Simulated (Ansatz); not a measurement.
# Cl on Mo(100): change of the work function, part 4 of 5

Wanted: Δφ(θ) for Cl/Mo(100), starting from the hollow site.

Ansatz 0.2.0; plane-wave DFT, RPBE, Ansatz PAW (the session's first sound run).

So far, work function, upper face (eV): step 2 (the clean slab) 3.71; step 3 (21 atoms, coverage 0.25 ML, cell 2x2) 4.06; step 4 (22 atoms, coverage 0.5 ML, cell 2x2) 4.62.

## (5) Adsorbate added, k-mesh 10×10×1, coverage 1 ML

System of this step: Cl/Mo(100). The cell holds 6 atoms: 5 Mo and 1 Cl. Cell: a = 3.150 Å, b = 3.150 Å, c = 25.702 Å, α = 90.0°, β = 90.0°, γ = 90.0°. Vacuum lies along c.

Another coverage, to see how the dipoles act on each other as their distance changes.

The input, input.yaml:

```yaml
crystal:
  lattice:
    - [3.15, 0.0, 0.0]
    - [0.0, 3.15, 0.0]
    - [0.0, 0.0, 25.7019186934]
  atoms:
    - { symbol: Mo, position: [0.0, 0.0, 0.3501684099] }
    - { symbol: Mo, position: [0.5, 0.5, 0.4114478816] }
    - { symbol: Mo, position: [0.0, 0.0, 0.4722565799] }
    - { symbol: Mo, position: [0.5, 0.5, 0.536644325] }
    - { symbol: Mo, position: [0.0, 0.0, 0.5912876859] }
    - { symbol: Cl, position: [0.5, 0.5, 0.6498315901] }
kpoints:
  mp_grid: { grid: [10, 10, 1] }
hamiltonian:
  xc: rpbe
scf:
  occupations: { method: fermi_dirac, width: 0.1 }
  convergence: { dr2_threshold: 1.0e-08 }
efield:
  axis: 3
  dipole_correction: true
  ramp_position: 0.97
  ramp_width: 0.06
relax:
  f_tol: 0.02
  max_steps: 60
  constraints: [{ sites: [0, 1] }]
output:
  bader: true
  write_potential: true
  write_density: true
  volumetric_format: npy
```

On the command line:

```sh
$ ansatz run input.yaml --threads 4 --pin off --max-ram 12288MiB --backend cpu --events-out ev --progress --plain --runs-dir out
```

Numbers of over 12 decimals in the logs are rounded to 6 here.

Output:

```text
[...]
Crystal: 6 atoms, lattice volume = 255.027 Å³
Basis set: ecut = 420 eV, 5021 PW (Γ), exchange–correlation on 48×48×360 points (8 copies of the dense FFT grid, shifted against one another)
Bands: 47, of which v1, the nominal top of the filled ones, is band 39 counted from 1 (38 counted from 0)
Symmetry: 8 space group operations
[...]
- { symbol: Mo, position: [0, 0.0, 0.596807] }
    - { symbol: Cl, position: [0.500000, 0.500000, 0.663672] }
--- Bader charges: 6 sites ---
  site symbol  charge [e]  shift [e]
     0     Mo     -0.0798     0.0000
     1     Mo      0.0457     0.0000
     2     Mo      0.0621     0.0000
     3     Mo      0.0530     0.0000
     4     Mo      0.4996     0.0000
     5     Cl     -0.5805     0.0000
  estimated error of the sums over rays = 7.5e-4 e
[key lines of the parts left out:]
SCF converged after 7 iterations
Free energy (F): -25896.380130 eV
Fermi energy:    4.218557 eV
Dipole field:    D = -0.059434 V/Å  (p = -0.083765 e·Å, saw-weighted, corrected)
Work function:   Φ+ = 5.3267 eV   Φ− = 3.7991 eV
```

It took 40 s on 4 threads of Arm Neoverse V1, shared host; peak memory 0.63 GiB.

Relaxation path:

```
step  energy less that of the first step (eV)  largest force component (eV/Å)
   1                                   0.0000                          1.6731
   2                                  -0.2882                          0.2751
   3                                  -0.3318                          0.1098
   4                                  -0.3340                          0.0319
   5                                  -0.3342                          0.0044
```

The run keeps the 8 symmetry operations that it works with, so distortions that break them were not tested.

The atoms that moved most (Å):

```
atom     dx     dy      dz  length
 Cl6  0.000  0.000   0.356   0.356
 Mo5  0.000  0.000   0.142   0.142
 Mo4  0.000  0.000  -0.083   0.083
 Mo3  0.000  0.000   0.026   0.026
```

Final coordinates:

```cif
data_structure
_symmetry_space_group_name_H-M 'P 1'
_symmetry_Int_Tables_number 1
_cell_length_a 3.1500
_cell_length_b 3.1500
_cell_length_c 25.7019
_cell_angle_alpha 90.000
_cell_angle_beta 90.000
_cell_angle_gamma 90.000
_cell_volume 255.03
loop_
_atom_site_label
_atom_site_type_symbol
_atom_site_fract_x
_atom_site_fract_y
_atom_site_fract_z
_atom_site_occupancy
Mo1 Mo 0.00000 0.00000 0.35017 1
Mo2 Mo 0.50000 0.50000 0.41145 1
Mo3 Mo 0.00000 0.00000 0.47327 1
Mo4 Mo 0.50000 0.50000 0.53341 1
Mo5 Mo 0.00000 0.00000 0.59681 1
Cl6 Cl 0.50000 0.50000 0.66367 1
```

Running mean over 1.575 Å of the planar mean; the ramp of the sawtooth is left out. Table of electron's electrostatic potential energy less the Fermi level by z:

```
z (Å)  electron's electrostatic potential energy less the Fermi level (eV)
  3.0                                                                 3.80
  3.5                                                                 3.80
  4.0                                                                 3.80
  4.5                                                                 3.79
  5.0                                                                 3.79
  5.5                                                                 3.77
  6.0                                                                 3.71
  6.5                                                                 3.55
  7.0                                                                 3.08
  7.5                                                                 1.56
  8.0                                                                -2.60
  8.5                                                                -8.22
  9.0                                                                -11.6
  9.5                                                                -12.3
 10.0                                                                -12.5
 10.5                                                                -12.6
 11.0                                                                -12.7
 11.5                                                                -12.7
 12.0                                                                -12.9
 12.5                                                                -13.1
 13.0                                                                -13.1
 13.5                                                                -12.8
 14.0                                                                -12.2
 14.5                                                                -11.9
 15.0                                                                -12.1
 15.5                                                                -11.5
 16.0                                                                -9.17
 16.5                                                                -6.70
 17.0                                                                -5.06
 17.5                                                                -2.47
 18.0                                                                 1.45
 18.5                                                                 4.33
 19.0                                                                 5.14
 19.5                                                                 5.29
 20.0                                                                 5.32
 20.5                                                                 5.33
 21.0                                                                 5.33
 21.5                                                                 5.33
 22.0                                                                 5.33
 22.5                                                                 5.33
```

The relaxation took 5 steps and lowered the energy by 0.33 eV; the largest force on the free atoms ends at 0.0044 eV/Å.

The covered face has 5.33 eV, +1.61 eV against the clean one; the bare back face has moved by -0.01 eV, a measure of how thin the slab is.

## (6) Work function against coverage

This step: plane-wave DFT, RPBE, Ansatz PAW; work function against coverage (Ansatz 0.2.0).

The runs are now put side by side.

Numbers from this step:

| Property | Result |
| --- | --- |
| work function of the clean face | 3.715 eV |
| largest change of the work function | 1.612 eV |

Table of work function of the covered face by coverage:

```
coverage (adsorbates/nm²)  work function of the covered face (eV)
                     0.00                                    3.71
                     2.52                                    4.06
                     5.04                                    4.62
                    10.08                                    5.33
```

The dipole per adsorbate comes from the change of the cell's dipole. Coverage, by row:

```
coverage (1/nm²)  coverage (ML)  work function (eV)  change (eV)  dipole per adsorbate, positive end outwards (debye)  mean height of the added atoms over the highest substrate atom (Å)
            2.52           0.25               4.056       0.3414                                               -0.365                                                               1.818
           5.039            0.5               4.616       0.9008                                               -0.469                                                                1.78
           10.08              1               5.327        1.612                                               -0.428                                                               1.719
```

## (7) The 0.25 ML cell at another level of theory, cutoff 420 eV, functional LDA

This step: plane-wave DFT, LDA, Ansatz PAW (Ansatz 0.2.0).

System of this step: Cl/Mo(100). The cell holds 21 atoms: 20 Mo and 1 Cl. Its edges and angles: a = 6.300 Å, b = 6.300 Å, c = 25.702 Å, α = 90.0°, β = 90.0°, γ = 90.0°. Vacuum lies along c.

The geometry is kept and the functional is LDA.

The input, input.yaml:

```yaml
crystal:
  lattice:
    - [6.3, 0.0, 0.0]
    - [0.0, 6.3, 0.0]
    - [0.0, 0.0, 25.7019186934]
  atoms:
    - { symbol: Mo, position: [0.0, 0.0, 0.3501684099] }
    - { symbol: Mo, position: [0.25, 0.25, 0.4114478816] }
    - { symbol: Mo, position: [-0.0029466385, -0.0029466385, 0.4725571251] }
    - { symbol: Mo, position: [0.25, 0.25, 0.5314817594] }
    - { symbol: Mo, position: [0.0205044578, 0.0205044578, 0.5930156975] }
    - { symbol: Mo, position: [0.0, 0.5, 0.3501684099] }
    - { symbol: Mo, position: [0.25, 0.75, 0.4114478816] }
    - { symbol: Mo, position: [-0.0029466385, 0.5029466385, 0.4725571251] }
    - { symbol: Mo, position: [0.25, 0.75, 0.5363897014] }
    - { symbol: Mo, position: [0.0205044578, 0.4794955422, 0.5930156975] }
    - { symbol: Mo, position: [0.5, 0.0, 0.3501684099] }
    - { symbol: Mo, position: [0.75, 0.25, 0.4114478816] }
    - { symbol: Mo, position: [0.5029466385, -0.0029466385, 0.4725571251] }
    - { symbol: Mo, position: [0.75, 0.25, 0.5363897014] }
    - { symbol: Mo, position: [0.4794955422, 0.0205044578, 0.5930156975] }
    - { symbol: Mo, position: [0.5, 0.5, 0.3501684099] }
    - { symbol: Mo, position: [0.75, 0.75, 0.4114478816] }
    - { symbol: Mo, position: [0.5029466385, 0.5029466385, 0.4725571251] }
    - { symbol: Mo, position: [0.75, 0.75, 0.5391514682] }
    - { symbol: Mo, position: [0.4794955422, 0.4794955422, 0.5930156975] }
    - { symbol: Cl, position: [0.25, 0.25, 0.6637419382] }
kpoints:
  mp_grid: { grid: [5, 5, 1] }
hamiltonian:
  xc: lda
scf:
  occupations: { method: fermi_dirac, width: 0.1 }
  convergence: { dr2_threshold: 1.0e-08 }
efield:
  axis: 3
  dipole_correction: true
  ramp_position: 0.97
  ramp_width: 0.06
output:
  write_potential: true
  write_density: true
  volumetric_format: npy
```

Output:

```text
[...]
Crystal: 21 atoms, lattice volume = 1020.109 Å³
Basis set: ecut = 420 eV, 19953 PW (Γ)
Bands: 173, of which v1, the nominal top of the filled ones, is band 144 counted from 1 (143 counted from 0)
Symmetry: 8 space group operations
[...]
k-points: 6 of 25
[...]
SCF iter   1: F=—  HF=-97884.947562 eV  |F-HF|=—  |Δ(HF+E_count)|=         —  Δρ=8.85e-3  dr2=2.90e0  ethr=1.77e-3  p=-0.016 e·Å  D=-2.91e-3 V/Å  ΔV_dip=0.07 eV  dr2_dipole=5.79e-2  V_vac-E_F(+/−)=4.35/4.27 eV  ⟨swp⟩=10.2  Hψ=5326  notcnv=0
[...]
SCF iter  11: F=-97884.764200 eV  HF=-97884.764200 eV  |F-HF|=1.03e-9  |Δ(HF+E_count)|=   1.06e-8  Δρ=3.81e-7  dr2=3.36e-9  ethr=3.48e-12  p=-0.043 e·Å  D=-7.71e-3 V/Å  ΔV_dip=0.20 eV  dr2_dipole=3.47e-11  V_vac-E_F(+/−)=4.50/4.30 eV  ⟨swp⟩=7.8  Hψ=2877  notcnv=0
SCF 1 converged in 11 iterations: F = -97884.764200 eV  dr2 = 3.36e-9
[...]
SCF converged after 11 iterations
Free energy (F): -97884.764200 eV
[...]
Internal energy: -97883.968107 eV  (E = F + TS)
E sigma→0 (E₀):  -97884.366154 eV
Entropy (-TS):   -0.796093 eV (-37.909 meV/atom)
Fermi energy:    3.601275 eV
Dipole field:    D = -0.007708 V/Å  (p = -0.043456 e·Å, saw-weighted, corrected)
Work function:   Φ+ = 4.4959 eV   Φ− = 4.2977 eV
[...]
--- Band table (eV; the first three rows and the last of 6) ---
  k-point 0: bands = [... 140 lower, 3.5058, 3.5230, 3.5344, 3.5654, 3.5654, 3.8021, 3.8232, 4.2106, ... 25 higher]
  k-point 1: bands = [... 140 lower, 3.4675, 3.5948, 3.6126, 3.6574, 3.6765, 3.7908, 4.0764, 4.1213, ... 25 higher]
  k-point 2: bands = [... 140 lower, 3.2630, 3.4541, 3.6043, 3.7870, 3.8842, 3.9273, 4.0043, 4.0988, ... 25 higher]
  k-point 5: bands = [... 140 lower, 3.2332, 3.2594, 3.4458, 3.4736, 3.5527, 3.5562, 3.6020, 3.6145, ... 25 higher]
```

The job ended after 59 s (4 threads; peak memory 3.5 GiB).

This step gave:

- energy at zero smearing: -97884.3662 eV
- work function, upper face: 4.496 eV
- work function, lower face: 4.298 eV
- dipole along the normal: -0.04346 e·Å
- step between the vacuum levels: 0.1981 eV

The work function comes to 4.50 eV, +0.44 eV from the first level.

## (8) The 0.25 ML cell at another level of theory, cutoff 500 eV, functional r2SCAN

This step: plane-wave DFT, r2SCAN, Ansatz PAW (Ansatz 0.2.0).

The geometry is kept and the functional is r2SCAN; other changes against the main runs: cutoff 420 → 500.

Edit input.yaml of step 7 so:

```diff
@@ -30,3 +30,3 @@
 hamiltonian:
-  xc: lda
+  xc: r2scan
 scf:
```

Output:

```text
[...]
Crystal: 21 atoms, lattice volume = 1020.109 Å³
Basis set: ecut = 500 eV, 25969 PW (Γ), exchange–correlation on 192×192×768 points (64 copies of the dense FFT grid, shifted against one another)
Bands: 173, of which v1, the nominal top of the filled ones, is band 144 counted from 1 (143 counted from 0)
Symmetry: 8 space group operations
[...]
k-points: 6 of 25
[...]
SCF iter   1: F=—  HF=-100420.920909 eV  |F-HF|=—  |Δ(HF+E_count)|=         —  Δρ=8.88e-3  dr2=2.27e0  dr2_τ=4.22e-1  ethr=1.77e-3  p=-0.016 e·Å  D=-2.91e-3 V/Å  ΔV_dip=0.07 eV  dr2_dipole=3.92e-2  V_vac-E_F(+/−)=4.03/3.96 eV  ⟨swp⟩=9.5  Hψ=5377  notcnv=0
[...]
SCF iter  12: F=-100420.850942 eV  HF=-100420.850942 eV  |F-HF|=5.97e-10  |Δ(HF+E_count)|=   4.18e-9  Δρ=3.08e-7  dr2=2.93e-9  dr2_τ=1.16e-10  ethr=3.48e-12  p=-0.062 e·Å  D=-1.10e-2 V/Å  ΔV_dip=0.28 eV  dr2_dipole=4.80e-10  V_vac-E_F(+/−)=4.19/3.91 eV  ⟨swp⟩=7.2  Hψ=2832  notcnv=0
SCF 1 converged in 12 iterations: F = -100420.850942 eV  dr2 = 2.93e-9
[...]
SCF converged after 12 iterations
Free energy (F): -100420.850942 eV
[...]
Internal energy: -100420.100895 eV  (E = F + TS)
E sigma→0 (E₀):  -100420.475919 eV
Entropy (-TS):   -0.750047 eV (-35.717 meV/atom)
Fermi energy:    3.918393 eV
Dipole field:    D = -0.010979 V/Å  (p = -0.061895 e·Å, saw-weighted, corrected)
Work function:   Φ+ = 4.1903 eV   Φ− = 3.9081 eV
[...]
--- Band table (eV; the first three rows and the last of 6) ---
  k-point 0: bands = [... 140 lower, 3.8101, 3.8494, 3.8494, 3.8766, 3.8953, 4.1242, 4.1476, 4.5404, ... 25 higher]
  k-point 1: bands = [... 140 lower, 3.8210, 3.8887, 3.9481, 3.9694, 4.0111, 4.1573, 4.4339, 4.4483, ... 25 higher]
  k-point 2: bands = [... 140 lower, 3.5670, 3.6679, 3.9639, 4.1437, 4.2004, 4.2461, 4.3710, 4.4387, ... 25 higher]
  k-point 5: bands = [... 140 lower, 3.5383, 3.5708, 3.7556, 3.7797, 3.8608, 3.8804, 3.9096, 3.9219, ... 25 higher]
```

The job ended after 1.9 min (4 threads; peak memory 5.7 GiB).

This step gave:

| Property | Result |
| --- | --- |
| energy at zero smearing | -100420.4759 eV |
| work function, upper face | 4.190 eV |
| work function, lower face | 3.908 eV |
| dipole along the normal | -0.06189 e·Å |
| step between the vacuum levels | 0.2822 eV |

The work function comes to 4.19 eV, +0.13 eV from the first level.

## (9) The 0.25 ML cell at another level of theory, cutoff 420 eV, functional PBEsol

This step: plane-wave DFT, PBEsol, Ansatz PAW (Ansatz 0.2.0).

The geometry is kept and the functional is PBEsol.

Edit input.yaml of step 8 so:

```diff
@@ -30,3 +30,3 @@
 hamiltonian:
-  xc: r2scan
+  xc: pbesol
 scf:
```

Output:

```text
[...]
Crystal: 21 atoms, lattice volume = 1020.109 Å³
Basis set: ecut = 420 eV, 19953 PW (Γ)
Bands: 173, of which v1, the nominal top of the filled ones, is band 144 counted from 1 (143 counted from 0)
Symmetry: 8 space group operations
[...]
k-points: 6 of 25
[...]
k-point 0: bands = [... 140 lower, 3.7168, 3.7242, 3.7332, 3.7578, 3.7578, 3.9932, 4.0081, 4.4066, ... 25 higher]
  k-point 1: bands = [... 140 lower, 3.6660, 3.7904, 3.8107, 3.8540, 3.8699, 3.9885, 4.2783, 4.3193, ... 25 higher]
  k-point 2: bands = [... 140 lower, 3.4585, 3.6274, 3.8026, 3.9852, 4.0752, 4.1229, 4.2066, 4.2967, ... 25 higher]
  k-point 5: bands = [... 140 lower, 3.4291, 3.4566, 3.6419, 3.6689, 3.7496, 3.7523, 3.7958, 3.8087, ... 25 higher]
[key lines of the parts left out:]
SCF converged after 11 iterations
Free energy (F): -98994.783495 eV
Fermi energy:    3.796147 eV
Dipole field:    D = -0.007663 V/Å  (p = -0.043198 e·Å, saw-weighted, corrected)
Work function:   Φ+ = 4.2770 eV   Φ− = 4.0800 eV
```

Run time: 58 s. Hardware: 4 threads; peak memory 3.5 GiB.

The work function comes to 4.28 eV, +0.22 eV from the first level.

## (10) The 0.25 ML cell at another level of theory, cutoff 1088.46 eV, functional PBE

This step: plane-wave DFT, PBE, norm-conserving (Ansatz 0.2.0).

The geometry is kept and the functional is PBE; other changes against the main runs: norm-conserving files and cutoff 420 → 1088.46.

Edit input.yaml of step 9 so:

```diff
@@ -30,3 +30,4 @@
 hamiltonian:
-  xc: pbesol
+  xc: pbe
+  pseudopotentials: { kind: nc }
 scf:
```

Output:

```text
[...]
Crystal: 21 atoms, lattice volume = 1020.109 Å³
Basis set: ecut = 1088.45545 eV, 83023 PW (Γ)
Bands: 173, of which v1, the nominal top of the filled ones, is band 144 counted from 1 (143 counted from 0)
Symmetry: 8 space group operations
[...]
k-points: 6 of 25
[...]
k-point 0: bands = [... 140 lower, 3.9044, 3.9088, 3.9325, 3.9421, 3.9421, 4.1865, 4.2061, 4.5910, ... 25 higher]
  k-point 1: bands = [... 140 lower, 3.8606, 3.9752, 4.0032, 4.0393, 4.0605, 4.1817, 4.4657, 4.4996, ... 25 higher]
  k-point 2: bands = [... 140 lower, 3.6484, 3.8186, 3.9973, 4.1770, 4.2648, 4.3067, 4.3977, 4.4886, ... 25 higher]
  k-point 5: bands = [... 140 lower, 3.6176, 3.6456, 3.8325, 3.8593, 3.9387, 3.9394, 3.9870, 3.9985, ... 25 higher]
[key lines of the parts left out:]
SCF converged after 12 iterations
Free energy (F): -38669.740929 eV
Fermi energy:    3.985901 eV
Dipole field:    D = -0.008392 V/Å  (p = -0.047309 e·Å, saw-weighted, corrected)
Work function:   Φ+ = 4.1980 eV   Φ− = 3.9824 eV
```

Elapsed: 4.7 min, on 4 threads; peak memory 10 GiB.

The work function comes to 4.20 eV, +0.14 eV from the first level.

## (11) Side by side

Times are for 4 threads of Arm Neoverse V1, shared host. Results by setting:

```
no.  functional  work function, upper face (eV)  dipole along the normal (e·Å)     time  memory (GiB)
  1         lda                           4.496                       -0.04346     59 s           3.5
  2      r2scan                           4.190                       -0.06189  1.9 min           5.7
  3      pbesol                           4.277                       -0.04320     58 s           3.5
  4         pbe                           4.198                       -0.04731  4.7 min            10
```

[end of part 4 of 5]

[Logs are printed without paths, hosts, clocks, repeated set-up lines and the standing remarks that a program may print on its own settings, such as how far it seeks lower states.]

[Hosts, paths, dates, database ids (printed as entryN), source tags and the programs' standing remarks are cut or masked in the printed files.]

[Maps of the electrostatic potential energy from Ansatz leave out the sawtooth potential of an applied field or a dipole correction, so their vacuum need not be flat; planar profiles and work functions include it.]
